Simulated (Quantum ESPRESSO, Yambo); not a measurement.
An input for Yambo 5.3.0 (TiO2 (Rutile)):

```
HF_and_locXC
gw0
dyson
ppa
em1d
rim_cut
RandQpts= 1000000
RandGvec= 1 RL
EXXRLvcs= 76 Ry
VXCRLvcs= 304 Ry
Chimod= "HARTREE"
% BndsRnXp
 1 | 89 |
%
NGsBlkXp= 7 Ry
% LongDrXp
 1 | 1 | 1 |
%
% GbndRnge
 1 | 89 |
%
DysSolver= "n"
ExtendOut
PPAPntXp= 27.21138 eV
% QPkrange
 1 | 21 | 15 | 32 |
%
GfnQPdb= "E < ./gw7_fix/ndb.QP"
XfnQPdb= "E < ./gw7_fix/ndb.QP"
```

```sh
OMP_NUM_THREADS=1 mpirun -n 4 yambo -F gw8.in -J gw8 -C gw8 > gw8.log
```

The stored states that it reads are on a 4×4×4 mesh. Symmetry: P4_2/mnm, No. 136, tetragonal system. Conventional cell: a = 4.592 Å, b = 4.592 Å, c = 2.957 Å, α = 90.00°, β = 90.00°, γ = 90.00°. Nearest to Ti lie 6 O at 1.95 to 1.98 Å. O has 3 Ti at 1.95 to 1.98 Å nearest. Farther neighbours and most contacts between anions are not listed.

Question: Estimate wall time and host memory on 4 MPI ranks of Arm Neoverse V2, shared host.

It took 13 min; on shared hardware allow 6.5 min to 26 min. Peak host memory was 3.6 GiB.

The screening grows as filled bands × empty bands × pairs of k points, times the square of the screening basis for the matrix.

[Paths, hosts, dates, memory and timing lines, banners, echoed tables and standing remarks are left out of the program output.]

[Logs are printed without paths, hosts, clocks, repeated set-up lines and the standing remarks that a program may print on its own settings, such as how far it seeks lower states.]

[Runs of the session that timed out or met a known fault of the program may be left out.]

[Hosts, paths, dates, database ids (printed as entryN), source tags and the programs' standing remarks are cut or masked in the printed files.]
